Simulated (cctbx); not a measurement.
**Accept or mend?**

Cell a = 4.1220 Å, b = 4.1220 Å, c = 4.1220 Å, α = 90.00°, β = 90.00°, γ = 90.00°; space group Pm-3m (no. 221). The compound is ErRh3N.

The data are simulated with cctbx, not measured: Cu Kα, λ = 1.54184 Å, to d = 0.8 Å, 50 % of the full sphere, strongest reflection 70000 counts, noise from counting, a 6 % proportional error and a noise floor of 15 counts (s.d.); no absorption.

An anisotropic refinement with weights 1/σ² prints:

```text
Rint 0.050, 28 unique reflections to 0.81 A
cycle     R1     wR2    GooF  max shift (A)
   1  0.1309  0.6206  19.488   0.00000
   3  0.0533  0.3501  10.993   0.00000
final R1 0.0533 wR2 0.3501 GooF 10.993  parameters 4  data/parameter 7.0
atom        x        y        z      Ueq    occ   su(xyz)  su(Uiso or U11)
Rh1    0.00000  0.00000  0.00000   0.0107  1.000  0.00000  0.0053
Er1    0.50000  0.00000  0.50000   0.0069  1.000  0.00000  0.0049
N1     0.50000  0.50000  0.50000   5.1460  1.000  0.00000 215.8732
difference map: max 8.37 min -8.87 rms 0.84
Q1    0.0000  0.0000  0.5000    3    8.37  2.06 A from Er1
Q2    0.0000  0.3164  0.3164   12    0.70  1.07 A from Er1
Q3    0.2196  0.2196  0.4076   24    0.53  1.52 A from Er1
Q4    0.0000  0.0000  0.2107    6    0.51  0.87 A from Rh1
Q5    0.2915  0.2915  0.2915    8    0.48  1.49 A from N1
Q6    0.1146  0.1146  0.2534   24    0.36  1.24 A from Rh1
```

**Question.** Can this result stand? If not, what is the likely fault?

Mend it. The fault: elements exchanged: Er1 is Rh and Rh1 is Er. Against the right model at the same level, R1 goes from 0.0148 to 0.0533 and GooF from 1.11 to 10.99, the top difference peak, 8.4 e/Å³, lies 2.06 Å from Er1 and a hole of -8.9 e/Å³ opens. Er1 has 23 electrons too many, yet its U moves the other way: dispersion, the scale or a false minimum can outweigh the electron count; Rh1 has 23 electrons too few, yet its U moves the other way: dispersion, the scale or a false minimum can outweigh the electron count.

The compound is ErRh3N. The right model at the same level gives:

```text
Rint 0.050, 28 unique reflections to 0.81 A
cycle     R1     wR2    GooF  max shift (A)
   1  0.0265  0.1542   4.841   0.00000
   2  0.0148  0.0354   1.111   0.00000
final R1 0.0148 wR2 0.0354 GooF 1.111  parameters 4  data/parameter 7.0
atom        x        y        z      Ueq    occ   su(xyz)  su(Uiso or U11)
Er1    0.00000  0.00000  0.00000   0.0082  1.000  0.00000  0.0004
Rh1    0.50000  0.00000  0.50000   0.0106  1.000  0.00000  0.0005
N1     0.50000  0.50000  0.50000   0.0169  1.000  0.00000  0.0017
difference map: max 0.55 min -0.46 rms 0.21
Q1    0.0000  0.2359  0.2359   12    0.57  1.38 A from Er1
Q2    0.2559  0.2559  0.5000   12    0.38  1.42 A from N1
Q3    0.1713  0.1713  0.2915   24    0.32  1.56 A from Er1
Q4    0.5000  0.5000  0.5000    1    0.25  0.00 A from N1
Q5    0.0000  0.0000  0.5000    3    0.12  2.06 A from Rh1
Q6    0.0000  0.2968  0.5000   12    0.08  0.84 A from Rh1
```

This is a model crystal, built by substitution and not relaxed, with assumed displacement parameters.

[Middle refinement cycles are left out of these outputs.]

[Logs are printed without paths, hosts, clocks, repeated set-up lines and the standing remarks that a program may print on its own settings, such as how far it seeks lower states.]
